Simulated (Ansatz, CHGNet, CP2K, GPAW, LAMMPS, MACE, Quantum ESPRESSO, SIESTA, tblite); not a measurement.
**Other levels on glassy 63SiO2-14B2O3-11Na2O-11CaO (mol %) (111 atoms)**

Density of this cell: 2.50 g/cm³. The cell holds 111 atoms: 22 Si, 10 B, 8 Na, 4 Ca and 67 O. Its edges and angles: a = 11.245 Å, b = 11.245 Å, c = 11.245 Å, α = 90.0°, β = 90.0°, γ = 90.0°. 111 atoms (22 Si, 10 B, 8 Na, 4 Ca, 67 O) placed at random at 2.33 g/cm³, melted at 3000 K for 20 ps at fixed volume with the Buckingham and Coulomb pair potential of Guillot and Sator (Geochim. Cosmochim. Acta 71, 1249 (2007)) with the boron terms of Wang et al. (J. Non-Cryst. Solids 498, 294 (2018)). Quenched from 3000 K to 300 K at 30 K/ps and fixed volume, held 10 ps at zero pressure.

Geometry: as built.

The reference, a calculation:

- method: Kohn-Sham DFT, PBE, PAW, plane waves (Ansatz 0.2.0); cutoff 420 eV, Γ point, fermi-dirac smearing of 0.05 eV; PAW set soft_2
- r.m.s. force component: 1.143 eV/Å
- longest force: 6.146 eV/Å
- pressure: -1.458 GPa
- gap (highest filled to lowest empty level): 2.191 eV
- SCF cycles: 11
- time: 26 s on 8 threads of Arm Neoverse N1, shared host
- CPU time: 3.2 min

**Question.** The same geometry is run in other programs. How far does each lie from the reference, and what does it cost?
- GPAW PBE, LCAO dzp, h 0.16 Å (GPAW 26.7.0; 2 MPI ranks)
- QE PBE, sssp-1.3.0-efficiency, 25/200 Ry (Quantum ESPRESSO 7.5; 2 MPI ranks)
- GPAW revPBE, LCAO dzp, h 0.18 Å (GPAW 26.7.0; 2 MPI ranks)
- CHGNet 0.3.0 potential (CHGNet 0.3.0; 1 thread)
- CP2K PBE, SZV-MOLOPT-SR, 800/50 Ry, TRS4 filter 1e-03, SCF 1e-04 (CP2K 2026.2; 2 threads)
- CP2K PBE, SZV-MOLOPT-SR, 800/50 Ry, diagonalisation (CP2K 2026.2; 2 threads)
- CP2K PBE, DZVP-UZH, 800/50 Ry, diagonalisation (CP2K 2026.2; 4 MPI ranks)
- MACE MP-0b3 medium potential (MACE MP-0b3 medium; 1 thread)
- CP2K PBE, SZV-MOLOPT-SR, 800/50 Ry, TRS4 filter 1e-04, SCF 1e-05 (CP2K 2026.2; 2 threads)
- CP2K PBE, SZV-MOLOPT-SR, 800/50 Ry, TRS4 filter 1e-06, SCF 1e-06 (CP2K 2026.2; 2 threads)

Differences are against the plane-wave reference, forces as r.m.s. over components; share is that over the reference's r.m.s. force, slope the least-squares factor from reference forces to these. Total energies of different programs have different zeros and aren't compared.

```csv
run,"Δ force, r.m.s. (meV/Å)",share (%),slope,Δ pressure (GPa),Δ gap (eV),cores,CPU time,memory (GiB)
reference,-,-,-,-,-,8,3.2 min,2.1
"GPAW PBE, LCAO dzp, h 0.16 Å",302,26.4,1.065,-,-0.0971,2,17 min,3.5
"QE PBE, sssp-1.3.0-efficiency, 25/200 Ry (coarse)",124,10.8,0.993,-89.2,-0.166,2,8.1 min,1.3
"GPAW revPBE, LCAO dzp, h 0.18 Å",332,29.1,1.083,-,0.0551,2,12 min,2.7
CHGNet 0.3.0 potential,238,20.8,0.893,0.374,-,1,7.1 s,1.5
"CP2K PBE, SZV-MOLOPT-SR, 800/50 Ry, TRS4 filter 1e-03, SCF 1e-04 (coarse)",921,80.5,1.183,21.9,-,2,2 min,2.6
"CP2K PBE, SZV-MOLOPT-SR, 800/50 Ry, diagonalisation (coarse)",912,79.7,1.169,21.0,-1.13,2,7 min,4.9
"CP2K PBE, DZVP-UZH, 800/50 Ry, diagonalisation",124,10.9,1.043,0.619,-0.117,4,15 min,6.7
MACE MP-0b3 medium potential,221,19.3,0.893,0.322,-,1,14 s,1.2
"CP2K PBE, SZV-MOLOPT-SR, 800/50 Ry, TRS4 filter 1e-04, SCF 1e-05 (coarse)",914,79.9,1.177,21.0,-,2,4 min,2.6
"CP2K PBE, SZV-MOLOPT-SR, 800/50 Ry, TRS4 filter 1e-06, SCF 1e-06 (coarse)",918,80.3,1.175,21.1,-,2,2.7 min,2.6
```

Rows marked coarse were listed beforehand as settings not expected to be converged; some can still land near the reference.

Times of the machine-learned potentials are mostly Python's start and the loading of weights.

CPU time is summed over cores on a shared host, where runs went side by side, so it is rough. Symmetry, cutoffs, thresholds, outputs and thread counts weren't matched or tuned between programs; memory under MPI is the largest rank's times the ranks.

The PBE runs in local orbitals, coarse settings apart, differ by 11 % (CP2K PBE, DZVP-UZH, 800/50 Ry, diagonalisation) to 26 % (GPAW PBE, LCAO dzp, h 0.16 Å); basis, grid and potentials can all enter. Machine-learned potentials differ by 19 % (MACE MP-0b3 medium potential) to 21 % (CHGNet 0.3.0 potential); they were trained on other programs' data. Rows with another functional or a dispersion term differ by 29 % (GPAW revPBE, LCAO dzp, h 0.18 Å), which mixes the change of model with differences of basis and potentials. Runs with settings chosen to be coarse differ by 11 % (QE PBE, sssp-1.3.0-efficiency, 25/200 Ry) to 81 % (CP2K PBE, SZV-MOLOPT-SR, 800/50 Ry, TRS4 filter 1e-03, SCF 1e-04), their programs' other errors included. Machine-learned potentials mimic data converged in k, so the reference's own k-point error enters their differences. The network of bonds at the start is that of the classical potential that made the cell, and needn't be the one that DFT or experiment would give. The electronic-structure runs sample only Γ, in a cell whose shortest periodic width is 11 Å.

[Logs are printed without paths, hosts, clocks, repeated set-up lines and the standing remarks that a program may print on its own settings, such as how far it seeks lower states.]

[Hosts, paths, dates, database ids (printed as entryN), source tags and the programs' standing remarks are cut or masked in the printed files.]
